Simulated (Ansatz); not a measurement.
## A convergence test on PtSe2 (1T monolayer): k mesh of the density

How far can the k mesh of the density be lowered for the gap of PtSe2 (1T monolayer)?

Main program and level: Ansatz 0.2.0; DFT, PBE, plane waves, PAW.

**1. Starting point**

The cell holds 3 atoms: 1 Pt and 2 Se. Cell: a = 3.750 Å, b = 3.750 Å, c = 30.062 Å, α = 90.0°, β = 90.0°, γ = 120.0°. Vacuum lies along c.

The structure was relaxed with PBE. The runs that relaxed it are not among those shown. Spin-orbit coupling is left out unless a step names it. The default PAW set here is soft_2. Its files were made with PBE. The Coulomb interaction is cut off across the vacuum.

**2. k mesh of the density: 3×3×1**

The input, input.yaml:

```yaml
crystal:
  lattice:
    - [3.7504539886, 0.0, 0.0]
    - [-1.8752269943, 3.2479884299, 0.0]
    - [0.0, 0.0, 30.0620632936]
  atoms:
    - { symbol: Pt, position: [0.0, 0.0, 0.2993806484] }
    - { symbol: Se, position: [0.3333333333, 0.6666666667, 0.3428075459] }
    - { symbol: Se, position: [0.6666666667, 0.3333333333, 0.2559537508] }
  periodic: [true, true, false]
kpoints:
  mp_grid: { grid: [3, 3, 1] }
  band_path:
    path:
      - [0.0, 0.0, 0.0]
      - [0.5, 0.0, 0.0]
      - [0.3333333333, 0.3333333333, 0.0]
      - [0.0333333333, 0.0333333333, 0.0]
      - [0.0, 0.25, 0.0]
      - [0.2, 0.0, 0.0]
    npoints: 1
hamiltonian:
  xc: pbe
scf:
  occupations: { method: fixed }
  n_extra_bands: 5
output:
  eigenvalues: true
  forces: true
  stress: true
  write_density: true
  write_potential: true
  elf: true
  volumetric_format: npy
```

Run with:

```console
$ ansatz run input.yaml --threads 3 --pin off --max-ram 92160MiB --backend cuda --events-out ev --progress --plain --runs-dir out --devices 1 --max-vram 13GiB  # rebuilt from the run's record
```

Numbers of over 12 decimals in the logs are rounded to 6 here.

Output:

```text
scf.n_extra_bands = 5 over 25 filled bands (N_el = 50.0): the run solves 30 bands
GPUs: using 1 of 1 available (devices: 1).
Engine: ansatz 0.2.0, x86_64-unknown-linux-gnu
Pseudopotentials: kind: paw
Pseudopotential: Pt, paw, valence charge 18, recommended cutoff 420 eV (normal), Pt.paw.azcp
Pseudopotential: Se, paw, valence charge 16, recommended cutoff 420 eV (normal), Se.paw.azcp
Functional definition: PBE
  parameter kappa = 0.804
  parameter beta = 0.066725
  exchange = pbe_x(kappa = kappa, mu = beta*pi^2/3)
  correlation = pbe_c(beta = beta)
device memory: the entry about to start is reckoned to put 4.5 GiB on a device that reports 55.7 GiB free (of which the cap on the GPU budget leaves the run 13.0 GiB)
GPU FFT provider: cuFFT
GPU libraries: cuBLAS 13.8.2, cuFFT 12.4.0, cuSOLVER 12.3.4
Crystal: 3 atoms, lattice volume = 366.199 Å³
Basis set: ecut = 420 eV, 7157 PW (Γ), exchange–correlation on 54×54×432 points (8 copies of the dense FFT grid, shifted against one another)
Bands: 30, of which v1, the nominal top of the filled ones, is band 25 counted from 1 (24 counted from 0)
Symmetry: 12 space group operations
Space group: P-3m1 (ITA 164), of the structure as read, at distance tolerance 7.2e-5 Å
k-points: 3 of 9
Non-local potential: Pt, projectors of the file, l = 0: 3, l = 1: 2, l = 2: 2, l = 3: 1
Non-local potential: Se, projectors of the file, l = 0: 2, l = 1: 2, l = 2: 3, l = 3: 1
PAW form: soft (Blöchl's): semilocal exchange-correlation on the pseudo side does not see the compensation charge
PAW one-centre angular grid: Pt, 590 points (default); XC on 64 Gauss nodes
PAW one-centre angular grid: Se, 590 points (default); XC on 64 Gauss nodes
Initial density: superposition of atomic densities (neutral atoms: chi_scale 0, normalization atom), corrected by the library's trained network
Initial wavefunctions: pseudopotential atomic-orbital guess
GPU buffer pool allocated for 157464 grid points (all kernels)
GPU transforms: local potential and band sums: pruned to the plane-wave sphere, on 25×25×216
Functional: x = pbe(κ = 0.804, μ = 0.219515), c = pbe(β = 0.066725)
SCF iter   1: F=—  HF=-23462.464338 eV  |F-HF|=—  |Δ(HF+E_count)|=         —  Δρ=1.08e-3  dr2=3.87e-3  ethr=1.77e-3  ⟨swp⟩=6.3  Hψ=376  notcnv=0  defer=9
preconditioner: auto → Resta (q_TF=auto, 1.958 Å⁻¹)  ε∞=2.0  [insulator: Δε(μ)=1.799 eV  Ē_g=9.329 eV  n_scr=36 (ndim 8)  ℏωp=9.1 eV  f_vac=0.793  ε∞_Penn≈2.0  vacuum switching on, ρ_ref=6.3e-3 e/Å³]
SCF iter   2: F=—  HF=-23462.455811 eV  |F-HF|=—  |Δ(HF+E_count)|=   8.53e-3  Δρ=4.87e-4  dr2=1.15e-3  ethr=7.75e-6  ⟨swp⟩=4.0  Hψ=256  notcnv=0  defer=9
SCF iter   3: F=—  HF=-23462.456144 eV  |F-HF|=—  |Δ(HF+E_count)|=   3.33e-4  Δρ=4.68e-4  dr2=1.47e-3  ethr=2.30e-6  ⟨swp⟩=3.0  Hψ=142  notcnv=0  defer=9
SCF iter   4: F=—  HF=-23462.455955 eV  |F-HF|=—  |Δ(HF+E_count)|=   1.89e-4  Δρ=6.82e-5  dr2=1.75e-5  ethr=2.30e-6  ⟨swp⟩=3.0  Hψ=136  notcnv=0  defer=9
SCF iter   5: F=—  HF=-23462.456201 eV  |F-HF|=—  |Δ(HF+E_count)|=   2.46e-4  Δρ=2.90e-5  dr2=2.67e-6  ethr=3.49e-8  ⟨swp⟩=4.0  Hψ=212  notcnv=0  defer=9
SCF iter   6: F=-23462.456204 eV  HF=-23462.456204 eV  |F-HF|=1.76e-7  |Δ(HF+E_count)|=   2.48e-6  Δρ=3.91e-6  dr2=9.14e-8  ethr=2.00e-10  ⟨swp⟩=28.3  Hψ=1040  notcnv=0
SCF 1 converged in 6 iterations: F = -23462.456204 eV  dr2 = 9.14e-8
[...]
device memory: the entry about to start is reckoned to put 3.1 GiB on a device that reports 56.7 GiB free (of which the cap on the GPU budget leaves the run 13.0 GiB)
NSCF: frozen V_eff on 6 k-points
WARN: The input density's exchange-correlation potential varies sharply where the density is thin. Do not read a vacuum level from v_tot or v_xc, or from such a field of the output density. On a cell that repeats whose density bears no net charge and no dipole along the vacuum's axis use v_es (v_loc + v_h of the components); under efield.dipole_correction with no amplitude use v_es + v_field, which holds any external [...]
SCF converged after 6 iterations
Free energy (F): -23462.456204 eV
Harris-Foulkes:  -23462.456204 eV  (|F-HF|=1.76e-7)
Internal energy: -23462.456204 eV  (E = F + TS)
E sigma→0 (E₀):  -23462.456204 eV
Fermi energy:    -5.594897 eV
--- Per-component energies (eV) ---
  E_band       = -1840.071293
  E_kinetic    = 872.181401
  E_local      = -121794.560873  (includes V_loc(G=0)·N_el)
  E_nonlocal   = -990.809056
  E_hartree    = 60212.178073
  E_xc         = -469.359311
  E_vxc        = -498.052336  (∫ρ·V_xc dr)
  E_paw        = -13277.774711  (= ΣΔE_a)
  E_vpaw       = 146.885661  (= ΣTr[D̂ρ^β])
  E_aug_tail   = -0.001008  (compensation charges beyond the density's cutoff)
  E_ewald      = 51985.689281
  E_smearing   = -0.000000  (= −TS)
  E_closure    = -0.000000  (closes the sum)
  Σ components = -23462.456204   (vs F -23462.456204, Δ=0.00e0)
--- Forces (eV/Å), atoms counted from 1 ---
  atom   1  Pt     0.00000000     0.00000000     0.00000000
  atom   2  Se    -0.00000000    -0.00000000    -0.07562327
  atom   3  Se     0.00000000     0.00000000     0.07562327
  max |Σ_I F_I| component: 4.63e-18 eV/Å
--- 2D stress c σ (N/m, compression-positive) ---
       -0.097964       0.000000       0.000000
        0.000000      -0.097964       0.000000
        0.000000       0.000000       0.000000
  P = ½ c Tr σ = -0.0980 N/m
--- Band table (eV) ---
  k-point 0: bands = [... 21 lower, -6.7594, -6.1913, -5.5949, -5.5949, -2.6307, -2.6307, -1.1289 (-1.1290°), -0.4025, ... 1 higher]
  k-point 1: bands = [... 21 lower, -7.7923, -6.9068, -6.4262, -6.1308, -3.8263, -2.9769, -0.6013, 0.8610, ... 1 higher]
  k-point 2: bands = [... 21 lower, -8.0271, -7.7339, -6.5359, -6.5359, -3.7826, -3.7826, 0.5124, 2.5360, ... 1 higher]
  ° read free of the cell's end (the report's vacuum.weakly_bound_levels)
```

Wall time 7.2 s (1 × NVIDIA H100 80GB HBM3 (shared by 6 runs) with 3 threads of AMD EPYC 7R13 (Zen 3), shared host); peak memory 1 GiB; 5.3 s of CPU time.

The column dr2 measures how far the density is from self-consistency, as an energy; F and HF (Harris–Foulkes) agree once it is small.

This step gave:

```yaml
gap: 1.388 eV
valence_top_at: k = (0.033, 0.033, 0.000)
conduction_bottom_at: k = (0.000, 0.250, 0.000)
least_direct_gap: 1.594 eV
```

The gap is indirect, with the least direct gap 0.21 eV higher.

**3. k mesh of the density: 6×6×1**

Edit input.yaml of step 2 so:

```diff
@@ -11,3 +11,3 @@
 kpoints:
-  mp_grid: { grid: [3, 3, 1] }
+  mp_grid: { grid: [6, 6, 1] }
   band_path:
```

Output:

```text
[...]
GPUs: using 1 of 1 available (devices: 1).
[...]
GPU FFT provider: cuFFT
GPU libraries: cuBLAS 13.8.2, cuFFT 12.4.0, cuSOLVER 12.3.4
Crystal: 3 atoms, lattice volume = 366.199 Å³
Basis set: ecut = 420 eV, 7157 PW (Γ), exchange–correlation on 54×54×432 points (8 copies of the dense FFT grid, shifted against one another)
[...]
k-point 1: bands = [... 21 lower, -7.6326, -5.9263, -5.8684, -5.8189, -4.0742, -3.0912, -0.3863 (-0.3867°), -0.0529, ... 1 higher]
  k-point 2: bands = [... 21 lower, -7.9546, -7.0552, -6.5790, -6.2521, -3.9458, -3.1328, -0.7343, 0.7733, ... 1 higher]
  k-point 6: bands = [... 21 lower, -8.1949, -7.8905, -6.6769, -6.6769, -3.9179, -3.9179, 0.3761, 2.4462, ... 1 higher]
  ° read free of the cell's end (the report's vacuum.weakly_bound_levels)
[key lines of the parts left out:]
SCF converged after 7 iterations
Free energy (F): -23462.358999 eV
Fermi energy:    -5.746373 eV
P = ½ c Tr σ = 0.0035 N/m
```

It took 4.9 s on 1 × NVIDIA H100 80GB HBM3 (shared by 6 runs) with 3 threads; peak memory 1.1 GiB; 4.8 s of CPU time.

Numbers from this step:

```
gap                  : 1.410 eV
valence top at       : k = (0.033, 0.033, 0.000)
conduction bottom at : k = (0.000, 0.250, 0.000)
least direct gap     : 1.550 eV
```

The gap is 1.410 eV, +0.021 eV from the run before at this level.

**4. k mesh of the density: 12×12×1 (the default)**

input.yaml, the sections that differ from step 3:

```yaml
kpoints:
  mp_grid: { grid: [12, 12, 1] }
  band_path:
    path:
      - [0, 0, 0]
      - [0.5, 0, 0]
      - [0.3333333333333, 0.3333333333333, 0]
      - [0, 0, 0]
    npoints: 10
scf:
  occupations: { method: fermi_dirac, width: 0.02 }
  n_extra_bands: 5
# crystal, hamiltonian, output: as in step 3
```

Output:

```text
[...]
GPUs: using 1 of 1 available (devices: 1).
[...]
GPU FFT provider: cuFFT
GPU libraries: cuBLAS 13.8.2, cuFFT 12.4.0, cuSOLVER 12.3.4
Crystal: 3 atoms, lattice volume = 366.199 Å³
Basis set: ecut = 420 eV, 7157 PW (Γ), exchange–correlation on 54×54×432 points (8 copies of the dense FFT grid, shifted against one another)
[...]
k-point 1: bands = [... 21 lower, -7.1665, -6.1457, -5.7729, -5.7372, -3.2569, -2.8861, -0.9435 (-0.9437°), -0.3292, ... 1 higher]
  k-point 2: bands = [... 21 lower, -7.6247, -5.9202, -5.8633, -5.8116, -4.0668, -3.0834, -0.3828 (-0.3833°), -0.0509, ... 1 higher]
  k-point 18: bands = [... 21 lower, -8.1874, -7.8829, -6.6697, -6.6697, -3.9115, -3.9115, 0.3833, 2.4510, ... 1 higher]
  ° read free of the cell's end (the report's vacuum.weakly_bound_levels)
[key lines of the parts left out:]
SCF converged after 6 iterations
Free energy (F): -23462.359831 eV
Fermi energy:    -5.022155 eV
P = ½ c Tr σ = -0.0186 N/m
```

Run time: 4.8 s. Hardware: 1 × NVIDIA H100 80GB HBM3 (shared by 6 runs) with 3 threads; peak memory 1.1 GiB.

This step gave:

| Quantity | Value |
| --- | --- |
| gap | 1.409 eV |
| valence top at | k = (0.033, 0.033, 0.000) |
| conduction bottom at | k = (0.000, 0.250, 0.000) |
| least direct gap | 1.552 eV |

The gap is 1.409 eV, −0.001 eV from the run before at this level.

**5. The series**

Differences are against the last row; a negative gap means that bands overlap, and a run with a band path holds that path's time. Times are wall times on 1 × NVIDIA H100 80GB HBM3 (shared by 6 runs) with 3 threads of AMD EPYC 7R13 (Zen 3), shared host, good to a factor of about two.

```
k mesh of the density  gap (eV)  direct gap (eV)  gap error (eV)  energy error (meV/atom)  irreducible k   time
                3×3×1     1.388            1.594          −0.020                    −32.1              3  7.2 s
                6×6×1     1.410            1.550          +0.001                     +0.3              7  4.9 s
              12×12×1     1.409            1.552          +0.000                     +0.0             19  4.8 s
```

**6. Results**

- 3×3×1: 1.388 eV
- 6×6×1: 1.410 eV
- 12×12×1: 1.409 eV

In words: The gap holds to 0.02 eV from 6×6×1 on. At 3×3×1 the gap is off by −0.020 eV and the energy by −32 meV/atom. The gap is read over the mesh and added points near the edges, so meshes differ mainly through the density and, for a hybrid, the exchange operator. The runs have no spin polarisation. For a closed low-spin shell that is the natural state; where a d or f shell is open it is a constraint, and the gap is then not the crystal's own.

[Paths, hosts, dates, memory and timing lines, banners, echoed tables and standing remarks are left out of the program output.]

[Logs are printed without paths, hosts, clocks, repeated set-up lines and the standing remarks that a program may print on its own settings, such as how far it seeks lower states.]

[Runs of the session that timed out or met a known fault of the program may be left out.]

[Cells called generated may have been cut or substituted from an entry of the Crystallography Open Database or the Materials Project.]

[Hosts, paths, dates, database ids (printed as entryN), source tags and the programs' standing remarks are cut or masked in the printed files.]
